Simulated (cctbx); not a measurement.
## Interatomic vectors of Dy3CoSnTe4Se3

Space group P6_3 (no. 173), a = 10.0820 Å, b = 10.0820 Å, c = 6.5430 Å, α = 90.00°, β = 90.00°, γ = 120.00°, content Dy6 Te8 Sn2 Se6 Co2.

The data are simulated with cctbx, not measured: synchrotron X-rays, λ = 0.7749 Å, to d = 0.84 Å, 80 % of the full sphere, strongest reflection 20000 counts, noise from counting, a 2 % proportional error and a noise floor of 15 counts (s.d.); no absorption.

Patterson synthesis, origin scaled to 1000:

```text
Patterson group P 6/m
      u       v       w   height  length (A)
  0.000   0.000   0.000   1000.0     0.00
  0.059   0.470   0.000    169.1     4.47
  0.156   0.372   0.500    158.7     4.62
  0.333   0.667   0.500     92.4     6.68
  0.085   0.567   0.500     88.2     5.85
  0.117   0.836   0.242     86.5     2.92
  0.333   0.667   0.227     75.4     6.01
  0.268   0.580   0.500     70.1     6.88
  0.106   0.858   0.500     65.2     3.93
  0.203   0.781   0.187     60.4     3.88
  0.000   0.000   0.403     57.7     2.64
  0.044   0.556   0.088     55.1     4.75
  0.185   0.419   0.000     49.3     3.66
  0.115   0.710   0.234     45.9     3.96
```

Q: Assign the vectors.

A peak at u stands for all pairs with xi − xj = u, with weight Σ ZiZj against Σ Z² = 61162 at the origin. Peak heights follow these weights only roughly, since form factors, motion and series ripples differ, all vectors within 0.55 Å of a peak are counted as merged into it though the farther ones add only part of their weight, and F(000) is left out, which lowers the whole map:

| u | v | w | shortest length (Å) | height | 1000 ΣZiZj/ΣZ² | pairs in the cell |
| --- | --- | --- | --- | --- | --- | --- |
| 0.059 | 0.470 | 0.000 | 4.47 | 169 | 142 | 2 × Dy–Dy |
| 0.156 | 0.372 | 0.500 | 4.62 | 159 | 142 | 2 × Dy–Dy |
| 0.333 | 0.667 | 0.500 | 6.67 | 92 | 175 | 2 × Te–Co, 1 × Te–Te, 2 × Sn–Co, 1 × Sn–Sn |
| 0.085 | 0.567 | 0.500 | 5.85 | 88 | 134 | 2 × Te–Te, 2 × Te–Co |
| 0.117 | 0.836 | 0.242 | 2.93 | 86 | 168 | 3 × Dy–Te |
| 0.333 | 0.667 | 0.227 | 6.00 | 75 | 168 | 3 × Dy–Te |
| 0.268 | 0.580 | 0.500 | 6.03 | 70 | 71 | 1 × Dy–Dy |
| 0.106 | 0.858 | 0.500 | 3.93 | 65 | 126 | 2 × Te–Te, 2 × Se–Se |
| 0.203 | 0.781 | 0.187 | 3.88 | 60 | 115 | 3 × Te–Se, 1 × Sn–Se |
| 0.000 | 0.000 | 0.403 | 2.64 | 58 | 85 | 2 × Te–Sn |

The table stops at ten peaks or at a height of 45, below which ripples compete. In the model behind the data Dy, the heaviest element, has 1 independent site: (0.6305, 0.7853, 0.1817), up to an allowed shift of origin; the Dy–Dy vectors are differences of these positions and their symmetry mates. The whole model:

| atom | mult. | x | y | z | Ueq (Å²) |
| --- | --- | --- | --- | --- | --- |
| Dy1 | 6 | 0.6305 | 0.7853 | 0.1817 | 0.0060 |
| Te1 | 2 | 2/3 | 1/3 | 0.4787 | 0.0132 |
| Te2 | 6 | 0.4834 | 0.9195 | 0.4498 | 0.0111 |
| Sn1 | 2 | 2/3 | 1/3 | 0.0959 | 0.0117 |
| Se1 | 6 | 0.9029 | 0.7702 | 0.2694 | 0.0139 |
| Co1 | 2 | 0 | 0 | 0.5133 | 0.0115 |

This is a model crystal, built by substitution and not relaxed, with assumed displacement parameters.

[Logs are printed without paths, hosts, clocks, repeated set-up lines and the standing remarks that a program may print on its own settings, such as how far it seeks lower states.]
